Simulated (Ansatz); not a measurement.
# TiSeS monolayer, Janus: the cell at rest

Wanted: the relaxed cell of TiSeS monolayer, Janus.

Method: DFT PBEsol, scalar-relativistic, plane waves, PAW, in Ansatz 0.2.0.

## Step 1: Starting point

The cell holds 3 atoms: 1 Ti, 1 S and 1 Se. Its edges and angles: a = 3.500 Å, b = 3.500 Å, c = 20.000 Å, α = 90.0°, β = 90.0°, γ = 120.0°. Vacuum lies along c.

Coordinates:

```cif
data_structure
_symmetry_space_group_name_H-M 'P 1'
_symmetry_Int_Tables_number 1
_cell_length_a 3.5000
_cell_length_b 3.5000
_cell_length_c 20.0000
_cell_angle_alpha 90.000
_cell_angle_beta 90.000
_cell_angle_gamma 120.000
_cell_volume 212.18
loop_
_atom_site_label
_atom_site_type_symbol
_atom_site_fract_x
_atom_site_fract_y
_atom_site_fract_z
_atom_site_occupancy
Ti1 Ti 0.00000 0.00000 0.50000 1
S2 S 0.33333 0.66667 0.57500 1
Se3 Se 0.66667 0.33333 0.42000 1
```

## Step 2: Probe on a coarse mesh

A quick single point on a coarse mesh tells whether the cell has a gap and how far it is from rest, which sets the k mesh and smearing that follow.

The program solves this slab on a cell height of its own, 30.0 Å, in place of the one typed.

File input.yaml:

```yaml
crystal:
  lattice:
    - [3.5, 0.0, 0.0]
    - [-1.75, 3.03109, 0.0]
    - [0.0, 0.0, 20.0]
  atoms:
    - { symbol: Ti, position: [0.0, 0.0, 0.5] }
    - { symbol: S, position: [0.333333, 0.666667, 0.575] }
    - { symbol: Se, position: [0.666667, 0.333333, 0.42] }
  periodic: [true, true, false]
kpoints:
  mp_grid: { grid: [6, 6, 1] }
hamiltonian:
  xc: pbesol
scf:
  occupations: { method: gaussian, width: 0.1 }
output:
  forces: true
  stress: true
  eigenvalues: true
```

Command:

```sh
> ansatz run input.yaml --threads 8 --pin off --max-ram 14336MiB --backend cpu --events-out ev --progress --plain --runs-dir out
```

Numbers of over 12 decimals in the logs are rounded to 6 here.

What it wrote:

```text
[...]
--- Band table (eV; the first three rows and the last of 7) ---
  k-point 0: bands = [... 13 lower, -7.8273, -7.1075, -5.3265, -5.3265, -5.1552, -5.1552, -4.8349, -2.3332]
  k-point 1: bands = [... 13 lower, -7.7711, -7.2311, -6.6588, -6.2082, -5.1601, -4.4108, -4.3139, -3.0842]
  k-point 2: bands = [... 13 lower, -8.6676, -7.8273, -7.1388, -6.6745, -5.5257, -4.2284, -4.0131, -2.6782]
  k-point 6: bands = [... 13 lower, -9.4007, -8.2589, -7.9170, -7.9081, -4.4741, -4.2505, -4.2006, -2.8511]
[key lines of the parts left out:]
SCF converged after 8 iterations
Free energy (F): -8786.481098 eV
Fermi energy:    -5.661074 eV
P = ½ c Tr σ = -4.4314 N/m
```

The job ended after 1.5 s (8 threads of Arm Neoverse V1, shared host; peak memory 0.67 GiB; 6.4 s of CPU time).

This step gave:

- gap on the k-mesh: 0 eV
- area per atom: 3.536 Å²

The coarse mesh shows no gap.

## Step 3: Rough relaxation

The start is far from rest, so a relaxation with loose tolerances brings it close first.

The program solves this slab on a cell height of its own, 30.0 Å, in place of the one typed.

Changes to input.yaml since step 2:

```diff
@@ -20 +20,6 @@
   eigenvalues: true
+relax:
+  adjacent_minimum: "off"
+  f_tol: 0.05
+  max_steps: 80
+  cell: { stress_2d_tol: 0.02 }
```

What it wrote:

```text
[...]
Crystal: 3 atoms, lattice volume = 318.264 Å³
Basis set: ecut = 420 eV, 6215 PW (Γ), exchange–correlation on 48×48×432 points (8 copies of the dense FFT grid, shifted against one another)
Bands: 21, of which v1, the nominal top of the filled ones, is band 17 counted from 1 (16 counted from 0)
Symmetry: 6 space group operations
[...]
F+E_penalty+E_count = -8786.68747666 eV   max|allowed force component| = 3.010e-4 eV/Å   (the final SCF, on the basis selected at the relaxed cell)
  cell:  # Å, volume = 301.2425 Å³
    - [3.405118, 0.0, 0]
    - [-1.702559, 2.948919, 0]
    - [0, 0, 30.0]
  atoms:
    - { symbol: Ti, position: [2.180174093918891e-18, 0, 0.335317] }
    - { symbol: S, position: [0.333333, 0.666667, 0.380284] }
    - { symbol: Se, position: [0.666667, 0.333333, 0.281066] }
[key lines of the parts left out:]
SCF converged after 7 iterations
Free energy (F): -8786.687477 eV
Fermi energy:    -5.465946 eV
P = ½ c Tr σ = 0.0005 N/m
```

Wall time 5.7 s (8 threads); peak memory 0.71 GiB.

The steps of the relaxation:

| step | energy less that of the first step (eV) | largest force component (eV/Å) | volume (Å³) |
| --- | --- | --- | --- |
| 1 | 0.0000 | 1.5798 | 318.26 |
| 2 | -0.1647 | 0.7428 | 309.39 |
| 3 | -0.2065 | 0.0344 | 301.85 |
| 4 | -0.2066 | 0.0075 | 301.14 |
| 5 | -0.2066 | 0.0003 | 301.24 |
| 6* | -0.2064 | 0.0003 | 301.24 |

Relaxation steps marked * repeat the geometry before them on a plane-wave basis chosen anew for their cell, so energy and pressure can jump there.

The run keeps the 6 symmetry operations that it works with, so distortions that break them were not tested.

| cell as run | before | after | change |
| --- | --- | --- | --- |
| a (Å) | 3.500 | 3.405 | -2.7 % |
| b (Å) | 3.500 | 3.405 | -2.7 % |

The atoms that moved most (Å, along periodic axes as changes of fractional coordinates times the final cell, across vacuum about the mean position):

| atom | dx | dy | dz | length |
| --- | --- | --- | --- | --- |
| S2 | 0.000 | 0.000 | -0.091 | 0.091 |
| Ti1 | 0.000 | 0.000 | 0.060 | 0.060 |
| Se3 | 0.000 | 0.000 | 0.032 | 0.032 |

Final coordinates:

```xyz
3
Lattice="3.4051 0.0000 0.0000 -1.7026 2.9489 0.0000 0.0000 0.0000 30.0000" Properties=species:S:1:pos:R:3
Ti    0.0000    0.0000   10.0595
S     0.0000    1.9659   11.4085
Se    1.7026    0.9830    8.4320
```

This step gave:

- area per atom: 3.347 Å²

The relaxation ends with a largest force component of 3.0e-4 eV/Å.

## Step 4: Relaxation

The cell and atoms are relaxed, since residual forces and stress would shift the frequencies.

File input.yaml:

```yaml
crystal:
  lattice:
    - [3.4051179604, 0.0, 0.0]
    - [-1.7025589802, 2.9489186566, 0.0]
    - [0.0, 0.0, 30.0]
  atoms:
    - { symbol: Ti, position: [0.0, 0.0, 0.33531741] }
    - { symbol: S, position: [0.3333333333, 0.6666666667, 0.3802835032] }
    - { symbol: Se, position: [0.6666666667, 0.3333333333, 0.2810657535] }
  periodic: [true, true, false]
kpoints:
  mp_grid: { grid: [15, 15, 1] }
hamiltonian:
  xc: pbesol
scf:
  occupations: { method: gaussian, width: 0.1 }
output:
  forces: true
  stress: true
  eigenvalues: true
  write_density: true
  write_potential: true
  elf: true
  volumetric_format: npy
relax:
  adjacent_minimum: "off"
  f_tol: 0.005
  max_steps: 80
  cell: { stress_2d_tol: 0.02 }
```

What it wrote:

```text
[...]
Crystal: 3 atoms, lattice volume = 301.242 Å³
Basis set: ecut = 420 eV, 5909 PW (Γ), exchange–correlation on 48×48×432 points (8 copies of the dense FFT grid, shifted against one another)
Bands: 21, of which v1, the nominal top of the filled ones, is band 17 counted from 1 (16 counted from 0)
Symmetry: 6 space group operations
[...]
k-points: 27 of 225 (time reversal used)
[...]
SCF iter   1: F=—  HF=-8786.715135 eV  |F-HF|=—  |Δ(HF+E_count)|=         —  Δρ=3.08e-3  dr2=2.29e-1  ethr=1.77e-3  ⟨swp⟩=10.9  Hψ=3805  notcnv=0
[...]
SCF iter   7: F=-8786.694501 eV  HF=-8786.694501 eV  |F-HF|=9.29e-8  |Δ(HF+E_count)|=   1.42e-6  Δρ=4.57e-6  dr2=8.97e-8  ethr=2.94e-10  ⟨swp⟩=18.7  Hψ=5848  notcnv=0
SCF 1 converged in 7 iterations: F = -8786.694501 eV  dr2 = 8.97e-8
[...]
relax step   1: F+E_penalty+E_count = -8786.69450144 eV  Δ(F+E_penalty+E_count) = +0.000e0 eV  max|allowed force component| = 1.770e-2 eV/Å  Δτ_max = 0.0000 Å  P = +0.053 N/m  Ω = 301.242 Å³  fix = [c, alpha, beta]  reactions: c +0.000 N/m  (7 SCF iters, dr2 threshold 1.00e-7 eV, accepted)
Crystal: 3 atoms, lattice volume = 301.870 Å³
[...]
SCF iter   6: F=-8786.694575 eV  HF=-8786.694575 eV  |F-HF|=6.73e-9  |Δ(HF+E_count)|=   5.20e-9  Δρ=5.59e-7  dr2=1.25e-9  ethr=5.76e-11  ⟨swp⟩=16.4  Hψ=5098  notcnv=0
SCF 2 converged in 6 iterations: F = -8786.694575 eV  dr2 = 1.25e-9
relax step   2: F+E_penalty+E_count = -8786.69457481 eV  Δ(F+E_penalty+E_count) = -7.337e-5 eV  max|allowed force component| = 1.546e-2 eV/Å  Δτ_max = 0.0043 Å  P = +0.041 N/m  Ω = 301.870 Å³  energy of the carried Pulay correction = -1.024e-5 eV  fix = [c, alpha, beta]  reactions: c +0.000 N/m  (6 SCF iters, dr2 threshold 1.96e-8 eV, accepted)
Crystal: 3 atoms, lattice volume = 301.889 Å³
[...]
SCF iter   4: F=-8786.694588 eV  HF=-8786.694588 eV  |F-HF|=1.49e-9  |Δ(HF+E_count)|=   9.80e-8  Δρ=1.25e-6  dr2=1.09e-8  ethr=4.39e-11  ⟨swp⟩=15.2  Hψ=5916  notcnv=0
SCF 3 converged in 4 iterations: F = -8786.694588 eV  dr2 = 1.09e-8
relax step   3: F+E_penalty+E_count = -8786.69458787 eV  Δ(F+E_penalty+E_count) = -1.306e-5 eV  max|allowed force component| = 3.626e-3 eV/Å  Δτ_max = 0.0009 Å  P = +0.016 N/m  Ω = 301.889 Å³  energy of the carried Pulay correction = -1.055e-5 eV  fix = [c, alpha, beta]  reactions: c +0.000 N/m  (4 SCF iters, dr2 threshold 1.49e-8 eV, accepted)
[...]
SCF iter   7: F=-8786.694598 eV  HF=-8786.694598 eV  |F-HF|=7.29e-10  |Δ(HF+E_count)|=  6.00e-10  Δρ=1.49e-8  dr2=7.85e-13  ethr=1.00e-12  ⟨swp⟩=11.4  Hψ=3677  notcnv=0
SCF 4 converged in 7 iterations: F = -8786.694598 eV  dr2 = 7.85e-13
relax step   4: F+E_penalty+E_count = -8786.69459752 eV  Δ(F+E_penalty+E_count) = -9.641e-6 eV  max|allowed force component| = 3.611e-3 eV/Å  Δτ_max = 0.0000 Å  P = +0.016 N/m  Ω = 301.889 Å³  fix = [c, alpha, beta]  reactions: c +0.000 N/m  stress off target by 1.59e-2 N/m on what of the cell is left free  SCF on the basis re-selected at this cell (its energy is not comparable with the rows above)  (7 SCF iters)
basis re-selected at this cell: Δ(F+E_penalty+E_count) = -9.641e-6 eV, ΔP = -0.000 N/m vs the last step (what re-selecting the basis moved, of the pressure what is left beyond the Pulay correction that the steps carried, after the strain that the cell walked since its last selection, with what the two solves' SCF thresholds leave and, on support functions, any second-order correction that the steps lacked; it is no m [...]
SCF converged after 7 iterations
Free energy (F): -8786.694598 eV
[...]
Internal energy: -8786.690048 eV  (E = F + TS)
E sigma→0 (E₀):  -8786.692323 eV
Entropy (-TS):   -0.004550 eV (-1.517 meV/atom)
Fermi energy:    -5.444611 eV
[...]
--- Forces (eV/Å), atoms counted from 1 ---
  atom   1  Ti    -0.00000000     0.00000000     0.00252833
  atom   2  S      0.00000000     0.00000000     0.00108265
  atom   3  Se    -0.00000000    -0.00000000    -0.00361065
  max |Σ_I F_I| component: 3.37e-7 eV/Å
--- 2D stress c σ (N/m, compression-positive) ---
        0.015884      -0.000000      -0.000000
       -0.000000       0.015884      -0.000000
       -0.000000      -0.000000       0.000000
  P = ½ c Tr σ = 0.0159 N/m
--- Band table (eV; the first three rows and the last of 27) ---
  k-point 0: bands = [... 13 lower, -8.1093, -7.1111, -4.9806, -4.9806, -4.9345, -4.9345, -4.4503, -1.7000]
  k-point 1: bands = [... 13 lower, -8.0953, -6.9459, -5.6216, -5.4052, -4.7833, -4.5266, -4.2512, -1.9618]
  k-point 2: bands = [... 13 lower, -8.0616, -6.7743, -6.4763, -5.8158, -4.8438, -4.1732, -4.0167, -2.4060]
  k-point 26: bands = [... 13 lower, -9.6088, -8.3110, -7.9623, -7.8267, -4.2318, -3.9421, -3.8445, -2.3709]
--- Relaxed structure (3 steps of the walk, 3 accepted, 1 SCFs on fresh bases) ---
[...]
cell:  # Å, volume = 301.8892 Å³
    - [3.408771, 0.0, 0]
    - [-1.704386, 2.952082, 0]
    - [0, 0, 30.0]
  atoms:
    - { symbol: Ti, position: [0, 0, 0.335316] }
    - { symbol: S, position: [0.333333, 0.666667, 0.380170] }
    - { symbol: Se, position: [0.666667, 0.333333, 0.281181] }
```

Elapsed: 12 s, on 8 threads; peak memory 0.84 GiB; 84 s of CPU time.

Step by step:

| step | energy less that of the first step (eV) | largest force component (eV/Å) | volume (Å³) |
| --- | --- | --- | --- |
| 1 | 0.0000 | 0.0177 | 301.24 |
| 2 | -0.0001 | 0.0155 | 301.87 |
| 3 | -0.0001 | 0.0036 | 301.89 |
| 4* | -0.0001 | 0.0036 | 301.89 |

Relaxation steps marked * repeat the geometry before them on a plane-wave basis chosen anew for their cell, so energy and pressure can jump there.

Forces are held to the 6 operations that the run works with; a distortion that breaks them can't arise in this run.

| cell as run | before | after | change |
| --- | --- | --- | --- |
| a (Å) | 3.405 | 3.409 | +0.1 % |
| b (Å) | 3.405 | 3.409 | +0.1 % |

The relaxed structure:

```cif
data_structure
_symmetry_space_group_name_H-M 'P 1'
_symmetry_Int_Tables_number 1
_cell_length_a 3.4088
_cell_length_b 3.4088
_cell_length_c 30.0000
_cell_angle_alpha 90.000
_cell_angle_beta 90.000
_cell_angle_gamma 120.000
_cell_volume 301.89
loop_
_atom_site_label
_atom_site_type_symbol
_atom_site_fract_x
_atom_site_fract_y
_atom_site_fract_z
_atom_site_occupancy
Ti1 Ti 0.00000 0.00000 0.33532 1
S2 S 0.33333 0.66667 0.38017 1
Se3 Se 0.66667 0.33333 0.28118 1
```

This step gave:

| Property | Result |
| --- | --- |
| area per atom | 3.354 Å² |

Electrostatic potential energy in the ac plane at fractional y = 0.333, with atoms of Se within 0.2 Å of it. With pseudopotentials it is smooth inside the atoms' cores, unlike the true potential.

Ten even steps from '_' (-14 eV) to '@' (0 eV), each cell a mean:
```
@@@@@@@@@@@@@@@@@@@@@@@@@@@@
@@@@@@@@@@@@@@@@@@@@@@@@@@@@
@@@@@@@@@@@@@@@@@@@@@@@@@@@@
@@@@@@@@@@@@@@@@@@@@@@@@@@@@
@@@@@@@@@@@@@@@@@@@@@@@@@@@@
@@@@@@@@@@@@@@@@@@@@@@@@@@@@
@@@@@@@@@@@@@@@@@@@@@@@@@@@@
@@@@@@@@@@@@@@@@@@@@@@@@@@@@
@@@@@@@@@@@@@@@@@@@@@@@@@@@@
@@@@@@@@@@@@@@@@@@@@@@@@@@@@
@@@@@@@@@@@@@@@@@@@@@@@@@@@@
@@@@@@@@@@@@@@@@@@@@@@@@@@@@
@@@@@@@@@@@@@@@@@@@@@@@@@@@@
@@@@@@@@@@@@@@@@@@@@@@@@@@@@
**++==++**##%%%%@@@@@@@@%%##
--......::==**####%%%%##**++
==========--::::........::--
**%%%%%%##==..____________::
@@@@@@@@@@@@@@%%%%%%%%%%@@@@
@@@@@@@@@@@@@@@@@@@@@@@@@@@@
@@@@@@@@@@@@@@@@@@@@@@@@@@@@
@@@@@@@@@@@@@@@@@@@@@@@@@@@@
@@@@@@@@@@@@@@@@@@@@@@@@@@@@
@@@@@@@@@@@@@@@@@@@@@@@@@@@@
```
Columns run along a (3.4 Å; values clipped at the 3rd and 97th percentile), rows up along c (30.0 Å). Atoms in or near the plane, at fractional coordinates: Se at (0.67, 0.28).

Valence density in the ac plane at fractional y = 0.333, with atoms of Se within 0.2 Å of it. It is the smooth field of the valence electrons, not physical close to the nuclei.

Ten steps, logarithmic in the rise over the least value, from '_' (0 e/Å³) to '@' (16 e/Å³), each cell a mean:
```
____________________________
____________________________
____________________________
____________________________
____________________________
____________________________
____________________________
____________________________
____________________________
____________________________
____________________________
____________________________
____________________________
____________________________
::::::::::....__________....
::::::::::........__........
::........::--==**##**++--::
....__....::--**%%@@@@##==--
________________......______
____________________________
____________________________
____________________________
____________________________
____________________________
```
Columns run along a (3.4 Å), rows up along c (30.0 Å). Atoms in or near the plane, at fractional coordinates: Se at (0.67, 0.28).

ELF in the ac plane at fractional y = 0.333, with atoms of Se within 0.2 Å of it. It is the smooth field of the valence electrons, not physical close to the nuclei.

Ten even steps from '_' (0.00) to '@' (0.81), each cell a mean:
```
____________________________
____________________________
____________________________
____________________________
____________________________
____________________________
____________________________
____________________________
____________________________
____________________________
____________________________
____________________________
____________________________
::------::..______________..
%%@@@@@@@@##==..______..--**
--========--::::......::::--
==::..::--**##%%######%%%%**
##--..::**%%@@@@##****%%@@@@
::______..--++##%%%%%%##**==
__________________....______
____________________________
____________________________
____________________________
____________________________
```
Columns run along a (3.4 Å), rows up along c (30.0 Å). Atoms in or near the plane, at fractional coordinates: Se at (0.67, 0.28).

(Part 1 of 2 ends here.)

[Logs are printed without paths, hosts, clocks, repeated set-up lines and the standing remarks that a program may print on its own settings, such as how far it seeks lower states.]

[Hosts, paths, dates, database ids (printed as entryN), source tags and the programs' standing remarks are cut or masked in the printed files.]
